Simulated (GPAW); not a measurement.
Records of electronic-structure calculations.

```cif
data_sno
_symmetry_space_group_name_H-M 'P4/nmm:1'
_symmetry_Int_Tables_number 129
_cell_length_a 3.7986
_cell_length_b 3.7986
_cell_length_c 4.8408
_cell_angle_alpha 90.000
_cell_angle_beta 90.000
_cell_angle_gamma 90.000
_cell_volume 69.85
loop_
_atom_site_label
_atom_site_type_symbol
_atom_site_symmetry_multiplicity
_atom_site_Wyckoff_symbol
_atom_site_fract_x
_atom_site_fract_y
_atom_site_fract_z
_atom_site_occupancy
Sn1 Sn 2 c 0.50000 0.00000 0.23690 1
O1 O 2 a 0.00000 0.00000 0.00000 1
_calc_subject 'Quasiparticle gap of SnO (Romarchite) in GPAW'
_calc_method 'DFT, LDA, plane waves, PAW (and 1 further level or step)'
_calc_program 'GPAW 26.7.0'
_calc_settings_of_one_run 'cutoff 600 eV, GPAW PAW setups 1.2.1 data release, 4×4×4 k-mesh, nbands 231'
_calc_cost '4 runs, 4.6 min in all on 4 MPI ranks of Intel Xeon Platinum 8488C (Sapphire Rapids), shared host (the runs of this entry)'
_calc_notes 'The cell and positions come from the Crystallography Open Database and are kept as given unless a step says otherwise. Limits: no spin-orbit coupling. Bands and cutoff are finite, so the gap is not at the basis limit. The miss can reach some tenths of an eV and take either sign; the mesh is an error of its own. The 4×4×4 mesh is coarse for this cell, which bears on the long-range parts of exchange and screening.'
_calc_lda_gap '0.13 eV, indirect'
_calc_g0w0_gap_on_the_mesh '0.23 eV'
_calc_gw_settings '4×4×4 mesh, 221 bands, screening to 125 eV, Godby-Needs plasmon pole'
_calc_known_limits 'not at the basis limit; no spin-orbit coupling; coarse k mesh'
```

[Paths, hosts, dates, memory and timing lines, banners, echoed tables and standing remarks are left out of the program output.]

[Logs are printed without paths, hosts, clocks, repeated set-up lines and the standing remarks that a program may print on its own settings, such as how far it seeks lower states.]

[Runs of the session that timed out or met a known fault of the program may be left out.]

[Hosts, paths, dates, database ids (printed as entryN), source tags and the programs' standing remarks are cut or masked in the printed files.]
